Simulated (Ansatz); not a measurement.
# A scaling study of G0W0 on ZrBrN (R-3m)

Aim: time one G0W0 calculation on ZrBrN (R-3m) in larger cells, without symmetry and on fewer threads.

Main program and level: Ansatz 0.2.0; G0W0 on PBEsol, plane waves, PAW.

**1. The starting structure**

Symmetry: R-3m, No. 166, trigonal system. Conventional cell: a = 3.654 Å, b = 3.654 Å, c = 30.452 Å, α = 90.00°, β = 90.00°, γ = 120.00°. Nearest to Zr lie 4 N at 2.15 to 2.16 Å and 3 Br at 2.89 Å. Nearest to Br lie 3 Zr at 2.89 Å. Nearest to N lie 4 Zr at 2.15 to 2.16 Å. Farther neighbours, and contacts between anions beyond the nearest, are not listed.

The cell and positions are those that the Materials Project relaxed with its own functionals (PBE, PBE+U or r2SCAN), kept fixed. The default PAW set here is soft_2. Its files were made with PBE.

**2. 6 atoms (1×1×1 cells), 4×4×4 mesh**

Now the one-shot GW correction: screening in the RPA, then the self-energy of the levels asked for.

Contents of input.yaml:

```yaml
crystal:
  lattice:
    - [1.8270610019, 1.0548541612, 10.1508053798]
    - [-1.8270610019, 1.0548541612, 10.1508053798]
    - [0.0, -2.1097083225, 10.1508053798]
  atoms:
    - { symbol: Zr, position: [0.87597057, 0.87597057, 0.87597057] }
    - { symbol: Zr, position: [0.12402943, 0.12402943, 0.12402943] }
    - { symbol: Br, position: [0.60762986, 0.60762986, 0.60762986] }
    - { symbol: Br, position: [0.39237014, 0.39237014, 0.39237014] }
    - { symbol: "N", position: [0.80494645, 0.80494645, 0.80494645] }
    - { symbol: "N", position: [0.19505355, 0.19505355, 0.19505355] }
kpoints:
  mp_grid: { grid: [4, 4, 4] }
hamiltonian:
  xc: pbesol
scf:
  occupations: { method: fixed }
gw:
  n_empty_bands: 123
  ecut_chi: 60.0
  qp_bands: [v1, c1]
  qp_kpoints: band_edges
  screening: { model: contour_deformation }
```

Run with:

```sh
> ansatz run input.yaml --threads 8 --pin off --max-ram 36864MiB --backend cpu --events-out ev --progress --plain --runs-dir out
```

Log:

```text
Engine: ansatz 0.2.0, aarch64-unknown-linux-gnu
Pseudopotentials: kind: paw
Pseudopotential: Zr, paw, valence charge 12, recommended cutoff 420 eV (normal), Zr.paw.azcp
Pseudopotential: Br, paw, valence charge 7, recommended cutoff 420 eV (normal), Br.paw.azcp
Pseudopotential: N, paw, valence charge 5, recommended cutoff 420 eV (normal), N.paw.azcp
Functional definition: PBEsol
  exchange = pbesol_x
  correlation = pbesol_c
Crystal: 6 atoms, lattice volume = 117.381 Å³
Basis set: ecut = 420 eV, 2265 PW (Γ)
Bands: 30, of which v1, the nominal top of the filled ones, is band 24 counted from 1 (23 counted from 0)
Symmetry: 12 space group operations
Space group: R-3m (ITA 166), of the structure as read, at distance tolerance 4.9e-5 Å
k-points: 13 of 64
Non-local potential: Zr, projectors of the file, l = 0: 3, l = 1: 2, l = 2: 2, l = 3: 2
Non-local potential: Br, projectors of the file, l = 0: 2, l = 1: 2, l = 2: 2
Non-local potential: N, projectors of the file, l = 0: 2, l = 1: 2, l = 2: 1
PAW form: soft (Blöchl's): semilocal exchange-correlation on the pseudo side does not see the compensation charge
PAW frozen core: Zr, regenerated for the run's functional, and the local potential with it (the file was generated under x = pbe(κ = 0.804, μ = 0.219515), c = pbe(β = 0.066725))
PAW frozen core: Br, regenerated for the run's functional, and the local potential with it (the file was generated under x = pbe(κ = 0.804, μ = 0.219515), c = pbe(β = 0.066725))
PAW frozen core: N, regenerated for the run's functional, and the local potential with it (the file was generated under x = pbe(κ = 0.804, μ = 0.219515), c = pbe(β = 0.066725))
PAW one-centre angular grid: Zr, 590 points (default); XC on 64 Gauss nodes
PAW one-centre angular grid: Br, 110 points (default); XC on 64 Gauss nodes
PAW one-centre angular grid: N, 110 points (default); XC on 64 Gauss nodes
Initial density: superposition of atomic densities (neutral atoms: chi_scale 0, normalization atom), corrected by the library's trained network
Initial wavefunctions: pseudopotential atomic-orbital guess
Functional: x = pbesol(κ = 0.804, μ = 0.123457), c = pbesol(β = 0.046)
SCF iter   1: F=—  HF=-14497.629278 eV  |F-HF|=—  |Δ(HF+E_count)|=         —  Δρ=9.87e-3  dr2=1.27e-1  ethr=1.77e-3  ⟨swp⟩=5.0  Hψ=1608  notcnv=0  defer=49
preconditioner: auto → Resta (q_TF=auto, 2.351 Å⁻¹)  ε∞=5.6  [insulator: Δε(μ)=1.923 eV  Ē_g=9.015 eV  n_scr=30 (ndim 8)  ℏωp=19.4 eV  f_vac=0.081  ε∞_Penn≈5.6]
SCF iter   2: F=—  HF=-14497.605963 eV  |F-HF|=—  |Δ(HF+E_count)|=   2.33e-2  Δρ=3.08e-3  dr2=1.11e-2  ethr=2.65e-4  ⟨swp⟩=2.0  Hψ=698  notcnv=0  defer=52
SCF iter   3: F=—  HF=-14497.604867 eV  |F-HF|=—  |Δ(HF+E_count)|=   1.10e-3  Δρ=1.33e-3  dr2=1.76e-3  ethr=2.32e-5  ⟨swp⟩=2.2  Hψ=580  notcnv=0  defer=52
SCF iter   4: F=—  HF=-14497.605328 eV  |F-HF|=—  |Δ(HF+E_count)|=   4.61e-4  Δρ=3.41e-4  dr2=1.62e-4  ethr=3.66e-6  ⟨swp⟩=3.0  Hψ=750  notcnv=0  defer=52
SCF iter   5: F=—  HF=-14497.605370 eV  |F-HF|=—  |Δ(HF+E_count)|=   4.26e-5  Δρ=7.11e-5  dr2=1.11e-5  ethr=3.38e-7  ⟨swp⟩=2.1  Hψ=564  notcnv=0  defer=35
SCF iter   6: F=—  HF=-14497.605380 eV  |F-HF|=—  |Δ(HF+E_count)|=   9.81e-6  Δρ=1.79e-5  dr2=7.44e-7  ethr=2.32e-8  ⟨swp⟩=2.2  Hψ=567  notcnv=0  defer=20
SCF iter   7: F=-14497.605381 eV  HF=-14497.605381 eV  |F-HF|=1.20e-8  |Δ(HF+E_count)|=   1.02e-6  Δρ=5.47e-6  dr2=5.10e-8  ethr=2.08e-10  ⟨swp⟩=11.5  Hψ=1634  notcnv=0
SCF 1 converged in 7 iterations: F = -14497.605381 eV  dr2 = 5.10e-8
[...]
NSCF: frozen V_eff on 13 k-points
G₀W₀ screening: q 1/13
[... further progress lines ...]
NSCF: frozen V_eff on 1 k-points
NSCF: frozen V_eff on 1 k-points
[...]
SCF converged after 7 iterations
Free energy (F): -14497.605381 eV
Harris-Foulkes:  -14497.605381 eV  (|F-HF|=1.20e-8)
Internal energy: -14497.605381 eV  (E = F + TS)
E sigma→0 (E₀):  -14497.605381 eV
Fermi energy:    7.688035 eV
--- Per-component energies (eV) ---
  E_band       = -311.337165
  E_kinetic    = 1195.337050
  E_local      = -4657.807105  (includes V_loc(G=0)·N_el)
  E_nonlocal   = 390.758762
  E_hartree    = 1863.130094
  E_xc         = -965.691633
  E_vxc        = -743.862679  (∫ρ·V_xc dr)
  E_paw        = -10448.767484  (= ΣΔE_a)
  E_vpaw       = -222.015837  (= ΣTr[D̂ρ^β])
  E_aug_tail   = 0.000238  (compensation charges beyond the density's cutoff)
  E_ewald      = -1875.137482
  E_core_change = 0.572179  (= ΣΔE_core)
  E_smearing   = -0.000000  (= −TS)
  E_closure    = -0.000000  (closes the sum)
  Σ components = -14497.605381   (vs F -14497.605381, Δ=0.00e0)
--- Band table (eV; the first three rows and the last of 13) ---
  k-point 0: bands = [... 20 lower, 6.9225, 7.0014, 7.0014, 7.6880, 10.1808, 10.1808, 10.8032, 11.2594, ... 2 higher]
  k-point 1: bands = [... 20 lower, 5.9903, 6.2570, 6.6306, 7.1126, 10.5349, 10.7143, 11.3029, 11.5898, ... 2 higher]
  k-point 2: bands = [... 20 lower, 6.0307, 6.4313, 6.6063, 6.7794, 10.6314, 10.8422, 11.2645, 11.8935, ... 2 higher]
  k-point 12: bands = [... 20 lower, 6.8852, 7.0430, 7.0430, 7.3818, 10.1822, 10.1822, 10.8293, 11.2417, ... 2 higher]
--- G₀W₀: contour deformation, 6 samples at zero and on the imaginary axis and 1 off it, 64 q-points, 123 empty bands' worth ---
  eigenvalues of the whole cell's RPA ε∞ on this k-mesh (on a slab, of 1 + 4πα/V) = 4.1468, 6.5069, 6.5069; static W/v taken at q = 0 is 0.001291
  bands read: the sum over 147 bands ends inside a degenerate multiplet in 1 slot, whose members it reads at an even weight; the widest, k=0: bands 147 to 148 (counted from 1) at 1/2 each
  gw.qp_kpoints: band_edges: 7 of 13 stored k-points solved, in 1 pass; an edge of the gap read off the rows below is read off those points alone
    valence top: of the k-points left out ik 3 came nearest to being solved in a further pass, in band 24 (counted from 1, as in the quasiparticle table): it holds the edge there only if its correction is more favourable than any solved in that band by at least 0.501 eV; those differ by 0.161 eV
    conduction bottom: of the k-points left out ik 3 came nearest to being solved in a further pass, in band 25 (counted from 1, as in the quasiparticle table): it holds the edge there only if its correction is more favourable than any solved in that band by at least 0.778 eV; those differ by 0.072 eV
    ik  band        ε_KS         Σx   Σc(E_QP)       V_xc       Z   E_QP_lin       E_QP  E_QP is
     0    24      7.6880   -20.4196     2.7829   -17.7054  0.7673     7.7568     7.7569  root
     0    25     10.1808   -10.4389    -4.9496   -16.5966  0.7794    11.4137    11.3889  root
     4    24      6.9480   -21.0799     3.1508   -18.0266  0.7587     7.0454     7.0456  root
     4    25      9.7567   -11.0912    -4.1118   -16.3451  0.7841    10.9171    10.8987  root
     5    24      6.9255   -21.0772     3.1651   -18.0184  0.7582     7.0317     7.0319  root
     5    25      9.7440   -11.0515    -4.0939   -16.2816  0.7847    10.8982    10.8802  root
     7    24      7.5454   -20.1957     2.8079   -17.4495  0.7659     7.6071     7.6072  root
     7    25     10.1815   -10.4396    -4.9493   -16.5970  0.7794    11.4144    11.3896  root
    10    24      7.1629   -20.2221     2.8341   -17.3332  0.7658     7.1080     7.1081  root
    10    25     10.5184   -11.1666    -4.7718   -17.1388  0.7764    11.7448    11.7189  root
    11    24      6.9714   -21.0866     3.1356   -18.0406  0.7592     7.0609     7.0611  root
    11    25      9.7695   -11.1299    -4.1307   -16.4086  0.7836    10.9361    10.9174  root
    12    24      7.3818   -19.9451     2.8515   -17.1558  0.7638     7.4440     7.4441  root
    12    25     10.1822   -10.4403    -4.9491   -16.5974  0.7794    11.4151    11.3903  root
```

Elapsed: 52 s, on 8 threads of Arm Neoverse V1, shared host; peak memory 0.88 GiB.

Read from the output:

```
bands summed                                 : 147
RPA ε∞ on this mesh (eigenvalues)            : 4.147, 6.507, 6.507
plane waves in the screening matrix          : 121
q-points in the mesh                         : 64
G0W0 gap on the mesh                         : 3.123 eV
k of the valence top                         : 0, 0, 0
k of the conduction bottom                   : 0, 0.25, -0.25
starting gap on the mesh                     : 2.056 eV
Z at the valence top                         : 0.7673
Z at the conduction bottom                   : 0.7847
least direct G0W0 gap on the computed points : 3.632 eV
```

The gap on the mesh goes from 2.06 eV to 3.12 eV, a correction of +1.07 eV. Between the two edge states, bare exchange in place of the xc potential would open the gap by 7.94 eV, and correlation takes back 6.88 eV.

**3. No symmetry, 4×4×4 mesh**

Edit input.yaml of step 2 so:

```diff
@@ -12,2 +12,3 @@
     - { symbol: "N", position: [0.19505355, 0.19505355, 0.19505355] }
+  symmetry: { detect: false }
 kpoints:
```

Log:

```text
[...]
Crystal: 6 atoms, lattice volume = 117.381 Å³
Basis set: ecut = 420 eV, 2265 PW (Γ)
Bands: 30, of which v1, the nominal top of the filled ones, is band 24 counted from 1 (23 counted from 0)
Symmetry: 1 space group operations
k-points: 36 of 64 (time reversal used)
[...]
8    25      9.7567   -11.0912    -4.1118   -16.3452  0.7841    10.9171    10.8987  root
[...]
32    24      6.9714   -21.0866     3.1356   -18.0406  0.7592     7.0610     7.0611  root
    32    25      9.7694   -11.1299    -4.1307   -16.4087  0.7836    10.9361    10.9174  root
    35    24      7.3818   -19.9450     2.8515   -17.1558  0.7638     7.4441     7.4441  root
    35    25     10.1822   -10.4403    -4.9491   -16.5974  0.7794    11.4150    11.3902  root
[key lines of the parts left out:]
SCF converged after 7 iterations
Free energy (F): -14497.605381 eV
Fermi energy:    7.688065 eV
```

Elapsed: 4.4 min, on 8 threads; peak memory 1.4 GiB.

Numbers from this step:

| Property | Result |
| --- | --- |
| bands summed | 147 |
| RPA ε∞ on this mesh (eigenvalues) | 4.147, 6.507, 6.507 |
| plane waves in the screening matrix | 121 |
| G0W0 gap on the mesh | 3.123 eV |
| k of the valence top | 0, 0, 0 |
| k of the conduction bottom | 0.25, -0.25, 0 |
| starting gap on the mesh | 2.056 eV |
| least direct G0W0 gap on the computed points | 3.632 eV |

Against the run with 4×4×4 mesh, 123 empty bands, screening to 60 eV, the gap moves by −0.0001 eV.

**4. 1 thread, 4×4×4 mesh**

Edit input.yaml of step 3 so:

```diff
@@ -12,3 +12,2 @@
     - { symbol: "N", position: [0.19505355, 0.19505355, 0.19505355] }
-  symmetry: { detect: false }
 kpoints:
```

Run with:

```sh
> ansatz run input.yaml --threads 1 --pin off --max-ram 36864MiB --backend cpu --events-out ev --progress --plain --runs-dir out
```

Log:

```text
[...]
Crystal: 6 atoms, lattice volume = 117.381 Å³
Basis set: ecut = 420 eV, 2265 PW (Γ)
Bands: 30, of which v1, the nominal top of the filled ones, is band 24 counted from 1 (23 counted from 0)
Symmetry: 12 space group operations
[...]
k-points: 13 of 64
[...]
10    24      7.1629   -20.2221     2.8341   -17.3332  0.7658     7.1080     7.1081  root
    10    25     10.5184   -11.1666    -4.7718   -17.1388  0.7764    11.7448    11.7189  root
    11    24      6.9714   -21.0866     3.1356   -18.0406  0.7592     7.0609     7.0611  root
    11    25      9.7695   -11.1299    -4.1307   -16.4086  0.7836    10.9361    10.9174  root
    12    24      7.3818   -19.9451     2.8515   -17.1558  0.7638     7.4440     7.4441  root
    12    25     10.1822   -10.4403    -4.9491   -16.5974  0.7794    11.4151    11.3903  root
[key lines of the parts left out:]
SCF converged after 7 iterations
Free energy (F): -14497.605381 eV
Fermi energy:    7.688035 eV
```

Wall time 5.7 min (1 thread); peak memory 0.58 GiB.

This step gave:

```
bands summed                                 : 147
RPA ε∞ on this mesh (eigenvalues)            : 4.147, 6.507, 6.507
plane waves in the screening matrix          : 121
G0W0 gap on the mesh                         : 3.123 eV
k of the valence top                         : 0, 0, 0
k of the conduction bottom                   : 0, 0.25, -0.25
starting gap on the mesh                     : 2.056 eV
least direct G0W0 gap on the computed points : 3.632 eV
```

Against the run with 4×4×4 mesh, 123 empty bands, screening to 60 eV, the gap moves by +0.000 eV.

**5. 2 threads, 4×4×4 mesh**

input.yaml is that of step 4.

Run with:

```sh
> ansatz run input.yaml --threads 2 --pin off --max-ram 36864MiB --backend cpu --events-out ev --progress --plain --runs-dir out
```

Log:

```text
[...]
Crystal: 6 atoms, lattice volume = 117.381 Å³
Basis set: ecut = 420 eV, 2265 PW (Γ)
Bands: 30, of which v1, the nominal top of the filled ones, is band 24 counted from 1 (23 counted from 0)
Symmetry: 12 space group operations
[...]
k-points: 13 of 64
[...]
10    24      7.1629   -20.2221     2.8341   -17.3332  0.7658     7.1080     7.1081  root
    10    25     10.5184   -11.1666    -4.7718   -17.1388  0.7764    11.7448    11.7189  root
    11    24      6.9714   -21.0866     3.1356   -18.0406  0.7592     7.0609     7.0611  root
    11    25      9.7695   -11.1299    -4.1307   -16.4086  0.7836    10.9361    10.9174  root
    12    24      7.3818   -19.9451     2.8515   -17.1558  0.7638     7.4440     7.4441  root
    12    25     10.1822   -10.4403    -4.9491   -16.5974  0.7794    11.4151    11.3903  root
[key lines of the parts left out:]
SCF converged after 7 iterations
Free energy (F): -14497.605381 eV
Fermi energy:    7.688035 eV
```

It took 2.9 min on 2 threads; peak memory 0.59 GiB; 5.8 min of CPU time.

Numbers from this step:

(Unchanged from step 4.)

Against the run with 4×4×4 mesh, 123 empty bands, screening to 60 eV, the gap moves by +0.000 eV.

**6. 4 threads, 4×4×4 mesh**

input.yaml is that of step 5.

Run with:

```sh
> ansatz run input.yaml --threads 4 --pin off --max-ram 36864MiB --backend cpu --events-out ev --progress --plain --runs-dir out
```

Log:

```text
[...]
Crystal: 6 atoms, lattice volume = 117.381 Å³
Basis set: ecut = 420 eV, 2265 PW (Γ)
Bands: 30, of which v1, the nominal top of the filled ones, is band 24 counted from 1 (23 counted from 0)
Symmetry: 12 space group operations
[...]
k-points: 13 of 64
[...]
10    24      7.1629   -20.2221     2.8341   -17.3332  0.7658     7.1080     7.1081  root
    10    25     10.5184   -11.1666    -4.7718   -17.1388  0.7764    11.7448    11.7189  root
    11    24      6.9714   -21.0866     3.1356   -18.0406  0.7592     7.0609     7.0611  root
    11    25      9.7695   -11.1299    -4.1307   -16.4086  0.7836    10.9361    10.9174  root
    12    24      7.3818   -19.9451     2.8515   -17.1558  0.7638     7.4440     7.4441  root
    12    25     10.1822   -10.4403    -4.9491   -16.5974  0.7794    11.4151    11.3903  root
[key lines of the parts left out:]
SCF converged after 7 iterations
Free energy (F): -14497.605381 eV
Fermi energy:    7.688035 eV
```

Elapsed: 94 s, on 4 threads; peak memory 0.68 GiB.

This step gave:

(Unchanged from step 4.)

Against the run with 4×4×4 mesh, 123 empty bands, screening to 60 eV, the gap moves by +0.000 eV.

(Part 1 of 2 ends here.)

[Long decimals in the printed logs are rounded to 6 places.]

[Logs are printed without paths, hosts, clocks, repeated set-up lines and the standing remarks that a program may print on its own settings, such as how far it seeks lower states.]

[Paths, hosts, dates, memory and timing lines, banners, echoed tables and standing remarks are left out of the program output; an Ansatz launch command may be rebuilt from the run's recorded settings. Measured values are a selection of at most five: reports struck by readers or far from the other reports are left out. None is set beside runs whose start may be inverted or whose files or cutoffs have a known fault.]

[Runs of the session that timed out or met a known fault of the program may be left out.]

[Cells called generated may have been cut or substituted from an entry of the Crystallography Open Database or the Materials Project.]

[Hosts, paths, dates, database ids (printed as entryN), source tags and the programs' standing remarks are cut or masked in the printed files.]

[Where the starting crystal was built by hand or by swapping elements, it need not be the compound's stable phase.]
